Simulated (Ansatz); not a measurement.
# Fe wire along [110], 33 atoms a period: bands along the axis, part 2 of 2

Aim: is the Fe wire along [110], 33 atoms a period a metal or a semiconductor?

Ansatz 0.2.0; DFT PBE, plane waves, PAW; relaxation of a wire's period; PAW set soft_1 (the session's first sound run).

So far. Step 2 (Relaxation of atoms and period): The cell's length comes to 3.889 Å with an absolute moment of 88.68 μB a cell.

### Step 3. The perfect wire

This step: DFT PBE, plane waves, PAW; bands of a perfect wire; PAW set soft_1 (Ansatz 0.2.0).

At the relaxed period the bands are computed along the axis; those that cross an energy going forward count the channels that a perfect wire would open there.

input.yaml reads:

```yaml
crystal:
  lattice:
    - [18.12, 0.0, 0.0]
    - [0.0, 14.804, 0.0]
    - [0.0, 0.0, 3.8891042844]
  atoms:
    - { symbol: Fe, position: [0.184592516, 0.500015157, 0.0], spin: 2.71 }
    - { symbol: Fe, position: [0.25835947, 0.370720545, 0.0], spin: 2.75 }
    - { symbol: Fe, position: [0.343981542, 0.236522107, 0.0], spin: 2.79 }
    - { symbol: Fe, position: [0.340122559, 0.500015157, 0.0], spin: 2.34 }
    - { symbol: Fe, position: [0.420321354, 0.365532974, 0.0], spin: 2.31 }
    - { symbol: Fe, position: [0.5, 0.229628693, 0.0], spin: 2.62 }
    - { symbol: Fe, position: [0.5, 0.500015157, 0.0], spin: 2.19 }
    - { symbol: Fe, position: [0.579678646, 0.365532974, 0.0], spin: 2.31 }
    - { symbol: Fe, position: [0.656018458, 0.236522107, 0.0], spin: 2.79 }
    - { symbol: Fe, position: [0.659877441, 0.500015157, 0.0], spin: 2.34 }
    - { symbol: Fe, position: [0.74164053, 0.370720545, 0.0], spin: 2.75 }
    - { symbol: Fe, position: [0.815407484, 0.500015157, 0.0], spin: 2.71 }
    - { symbol: Fe, position: [0.259801318, 0.500015157, 0.5], spin: 2.48 }
    - { symbol: Fe, position: [0.339613228, 0.360036938, 0.5], spin: 2.46 }
    - { symbol: Fe, position: [0.339613228, 0.639993376, 0.5], spin: 2.46 }
    - { symbol: Fe, position: [0.422363784, 0.230152705, 0.5], spin: 2.55 }
    - { symbol: Fe, position: [0.4194384, 0.500015157, 0.5], spin: 2.33 }
    - { symbol: Fe, position: [0.422363784, 0.769877609, 0.5], spin: 2.55 }
    - { symbol: Fe, position: [0.5, 0.364920638, 0.5], spin: 2.37 }
    - { symbol: Fe, position: [0.5, 0.635109676, 0.5], spin: 2.37 }
    - { symbol: Fe, position: [0.577636216, 0.230152705, 0.5], spin: 2.55 }
    - { symbol: Fe, position: [0.5805616, 0.500015157, 0.5], spin: 2.33 }
    - { symbol: Fe, position: [0.577636216, 0.769877609, 0.5], spin: 2.55 }
    - { symbol: Fe, position: [0.660386772, 0.360036938, 0.5], spin: 2.46 }
    - { symbol: Fe, position: [0.660386772, 0.639993376, 0.5], spin: 2.46 }
    - { symbol: Fe, position: [0.740198682, 0.500015157, 0.5], spin: 2.48 }
    - { symbol: Fe, position: [0.25835947, 0.629309769, 0.0], spin: 2.75 }
    - { symbol: Fe, position: [0.343981542, 0.763508207, 0.0], spin: 2.79 }
    - { symbol: Fe, position: [0.420321354, 0.63449734, 0.0], spin: 2.31 }
    - { symbol: Fe, position: [0.5, 0.77040162, 0.0], spin: 2.62 }
    - { symbol: Fe, position: [0.579678646, 0.63449734, 0.0], spin: 2.31 }
    - { symbol: Fe, position: [0.656018458, 0.763508207, 0.0], spin: 2.79 }
    - { symbol: Fe, position: [0.74164053, 0.629309769, 0.0], spin: 2.75 }
magnetization:
  spin_polarized: true
kpoints:
  mp_grid: { grid: [1, 1, 21] }
  band_path: { path: ["Γ", Z], npoints: 90 }
scf:
  occupations: { method: fermi_dirac, width: 0.05 }
hamiltonian:
  xc: pbe
  pseudopotentials: { kind: paw, azcp: { folder: soft_1 } }
output:
  dos: { e_range: [-5, 4] }
  write_potential: true
  write_density: true
  volumetric_format: npy
```

Started as:

```console
$ ansatz run input.yaml --threads 4 --pin off --max-ram 16384MiB --backend cpu --events-out ev --progress --plain --runs-dir out
```

Numbers of over 12 decimals in the logs are rounded to 6 here.

Output:

```text
[...]
Crystal: 33 atoms, lattice volume = 1043.246 Å³
Basis set: ecut = 420 eV, 20453 PW (Γ)
Bands: 367, of which v1, the nominal top of the filled ones, is band 264 counted from 1 (263 counted from 0)
Symmetry: 8 space group operations
[...]
k-points: 11 of 21
[...]
Starting moments: Σ|m| = 83.33 μB on 33 of 33 sites
[...]
SCF iter   1: F=—  HF=-147825.297383 eV  |F-HF|=—  |Δ(HF+E_count)|=         —  Δρ=4.53e-2 (↑2.07e-2 ↓4.53e-2)  dr2=1.09e2  dr2_m=6.61e0  M=83.545 μB ∫|m|=84.369 μB  β_m=0.30  ethr=3.10e-3  ⟨swp⟩=7.8  Hψ=36607  notcnv=0  defer=641
[...]
SCF iter  16: F=-147832.819511 eV  HF=-147832.819511 eV  |F-HF|=1.36e-8  |Δ(HF+E_count)|=   1.54e-9  Δρ=8.18e-7 (↑5.25e-7 ↓8.18e-7)  dr2=1.75e-8  dr2_m=1.30e-9  M=85.342 μB ∫|m|=88.680 μB  ethr=2.67e-12  ⟨swp⟩=13.2  Hψ=44076  notcnv=0
SCF 1 converged in 16 iterations: F = -147832.819511 eV  dr2 = 1.75e-8
[...]
WARN: The output density's exchange-correlation potential varies sharply where the density is thin. Do not read a vacuum level from v_tot or v_xc, or from such a field of the output density. On a cell that repeats whose density bears no net charge and no dipole along the vacuum's axis use v_es (v_loc + v_h of the components); under efield.dipole_correction with no amplitude use v_es + v_field, which holds any externa [...]
NSCF: frozen V_eff on 91 k-points
WARN: pass on a band path, mesh or list of k-points: the 91 k-points are solved 20 at a time at the most, because the 14.40 GiB of host memory that the pass is priced against does not hold them all with the solver's workspace as planned. The pass can take longer, above all where fewer k-points are solved at a time than the run has threads. As a rule a larger memory budget leaves room for more at once. The budget is what a run with no `--max-ram-frac` typed is planned for, 0.8 of the host's memory or its container's limit. More memory there lifts it, and so does a share over 0.88 that is typed (of such a share the budget is ten elevenths): [rest of the remark cut]
SCF converged after 16 iterations
Magnetization: 85.3423 μB (306.6711 up, 221.3289 down)
Absolute magnetization: 88.6880 μB (∫|ρ↑−ρ↓|, with the PAW one-centre terms)
[...]
Per-site moments (μB) at R_I (Å): [(2.709967, 0.963021), (2.747481, 0.963021), (2.789381, 0.972756), (2.341863, 0.997435), (2.312735, 0.972756), (2.622858, 0.990029), (2.186878, 1.002997), (2.312735, 0.972756), (2.789381, 0.972756), (2.341863, 0.997435), (2.747481, 0.963021), (2.709967, 0.963021), (2.479726, 0.979500), (2.463607, 1.004216), (2.463607, 1.004216), (2.550299, 0.990029), (2.332889, 0.997435), (2.550299,  [...]
Free energy (F): -147832.819511 eV
[...]
Internal energy: -147832.542836 eV  (E = F + TS)
E sigma→0 (E₀):  -147832.681173 eV
Entropy (-TS):   -0.276676 eV (-8.384 meV/atom)
Fermi energy:    4.241741 eV
[...]
--- Band table (eV; the first three rows and the last of 22) ---
  k-point 0 ↑: bands = [... 260 lower, 3.0556, 3.0703, 3.1330, 3.1493, 3.1493, 3.1692, 3.1780, 3.2081, ... 99 higher]
  k-point 1 ↑: bands = [... 260 lower, 3.0609, 3.0854, 3.0896, 3.1245, 3.1494, 3.1631, 3.1778, 3.1838, ... 99 higher]
  k-point 2 ↑: bands = [... 260 lower, 3.0672, 3.0675, 3.0868, 3.1065, 3.1103, 3.1207, 3.1250, 3.1653, ... 99 higher]
  k-point 10 ↓: bands = [... 260 lower, 5.6159, 5.6231, 5.6413, 5.6968, 5.7192, 5.7221, 5.7462, 5.7484, ... 99 higher]
```

The job ended after 30 min (4 threads of Arm Neoverse V1, shared host; peak memory 12 GiB).

In the SCF lines HF is the Harris–Foulkes energy and dr2 the Hartree energy of the density residual, in eV; the loop may stop once dr2 is under the threshold and the program's other checks hold. Hψ counts applications of the Hamiltonian.

This step gave:

| Quantity | Value |
| --- | --- |
| energy at zero smearing | -147832.6812 eV |
| total moment | 85.34 μB |
| absolute moment | 88.69 μB |
| band gap | 0 eV |

Between Γ and Z the bands cross the Fermi level 20 times, so a perfect wire would conduct at least 10 G₀, with an absolute moment of 88.69 μB a cell.

### Step 4. What came out

- cell length, PBE: 3.889 Å
- absolute moment, PBE: 88.7 μB
- ballistic conductance by band crossings, a lower bound, PBE: 10 G₀

In words: Under PBE the cell's length is 3.89 Å, the absolute moment is 88.69 μB a cell, and the bands cross the Fermi level 20 times between Γ and Z, which gives a perfect wire at least 10 G₀ (opposite crossings within one step of the path cancel in such a count). In the perfect wire the moments were started parallel, and no opposed start was run. No search over magnetic orders was made; another may lie lower.

[Logs are printed without paths, hosts, clocks, repeated set-up lines and the standing remarks that a program may print on its own settings, such as how far it seeks lower states.]

[Hosts, paths, dates, database ids (printed as entryN), source tags and the programs' standing remarks are cut or masked in the printed files.]
